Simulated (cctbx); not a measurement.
**RbGePb with cctbx, script by script**

Library: cctbx 2025.11.

## 1. Energy scan

run.py:

```python
from cctbx import adptbx, crystal, miller, xray
from cctbx.array_family import flex
from cctbx.eltbx import sasaki

cs = crystal.symmetry(unit_cell=(8.83, 5.471, 10.212, 90, 90, 90), space_group_symbol='Hall: -P 2ac 2n')  # Pnma
atoms = [  # label, site, U (iso, or U11 U22 U33 U12 U13 U23 in A^2), occupancy
    ("Pb1", (0.9892, 0.75, 0.1897), (0.0104, 0.0075, 0.0078, 0.0000, 0.0003, 0.0000), 1),
    ("Rb1", (0.6728, 0.25, 0.0792), (0.0168, 0.0156, 0.0113, 0.0000, 0.0014, 0.0000), 1),
    ("Ge1", (0.2183, 0.75, 0.6024), (0.0110, 0.0125, 0.0074, 0.0000, 0.0005, 0.0000), 1),
]
xs = xray.structure(crystal_symmetry=cs)
for label, site, u, occ in atoms:
    u = adptbx.u_cif_as_u_star(cs.unit_cell(), u) if isinstance(u, tuple) else u
    xs.add_scatterer(xray.scatterer(label, site=site, u=u, occupancy=occ))
hkl = [(2, 0, 1), (1, 0, 3), (1, 1, 2), (2, 1, 1)]
ms = miller.set(cs, flex.miller_index(hkl + [tuple(-v for v in h) for h in hkl]), anomalous_flag=True)
print("E (eV)    f'(Ge)   f''   " + "".join("%16s" % ("|F|" + " ".join(map(str, h))) for h in hkl))
for e in [10503, 10853, 10983, 11043, 11073, 11088, 11095, 11099, 11107, 11111, 11118, 11133, 11163, 11253, 11503]:
    xs.set_inelastic_form_factors(12398.42 / e, "sasaki")
    t = sasaki.table("Ge").at_ev(e)
    f = flex.abs(ms.structure_factors_from_scatterers(xs, algorithm="direct").f_calc().data())
    n = len(hkl)
    print("%7.0f %7.2f %6.2f  " % (e, t.fp(), t.fdp()) + "".join("%9.1f/%6.1f" % (f[k], f[k + n]) for k in range(n)))
```

```console
$ python run.py
```

```text
E (eV)    f'(Ge)   f''           |F|2 0 1        |F|1 0 3        |F|1 1 2        |F|2 1 1
  10503   -2.58   0.55        9.5/   9.5    236.6/ 236.6    249.9/ 249.9    329.4/ 329.4
  10853   -3.41   0.51        8.7/   8.7    235.7/ 235.7    248.2/ 248.2    326.4/ 326.4
  10983   -4.12   0.50        8.0/   8.0    235.4/ 235.4    247.3/ 247.3    324.3/ 324.3
  11043   -4.83   0.50        7.4/   7.4    235.3/ 235.3    246.6/ 246.6    322.5/ 322.5
  11073   -5.54   0.50        6.8/   6.8    235.4/ 235.4    245.9/ 245.9    320.9/ 320.9
  11088   -6.24   0.49        6.1/   6.1    235.5/ 235.5    245.4/ 245.4    319.3/ 319.3
  11095   -6.87   0.49        5.6/   5.6    235.7/ 235.7    244.9/ 244.9    317.9/ 317.9
  11099   -7.52   0.49        5.0/   5.0    235.8/ 235.8    244.4/ 244.4    316.5/ 316.5
  11107   -7.96   3.88        6.4/   6.4    235.9/ 235.9    244.2/ 244.2    316.1/ 316.1
  11111   -7.08   3.88        7.0/   7.0    235.6/ 235.6    244.8/ 244.8    318.0/ 318.0
  11118   -6.34   3.87        7.5/   7.5    235.4/ 235.4    245.4/ 245.4    319.5/ 319.5
  11133   -5.54   3.86        8.0/   8.0    235.1/ 235.1    245.9/ 245.9    321.2/ 321.2
  11163   -4.76   3.84        8.6/   8.6    234.8/ 234.8    246.4/ 246.4    322.7/ 322.7
  11253   -3.77   3.77        9.4/   9.4    234.1/ 234.1    246.8/ 246.8    324.4/ 324.4
  11503   -2.59   3.60       10.2/  10.2    232.7/ 232.7    246.7/ 246.7    325.7/ 325.7
```

It took 0.21 s on 1 thread of Intel(R) Xeon(R) CPU @ 2.60GHz (Ice Lake), with other jobs on the host, peak memory 0.07 GiB.

[Logs are printed without paths, hosts, clocks, repeated set-up lines and the standing remarks that a program may print on its own settings, such as how far it seeks lower states.]
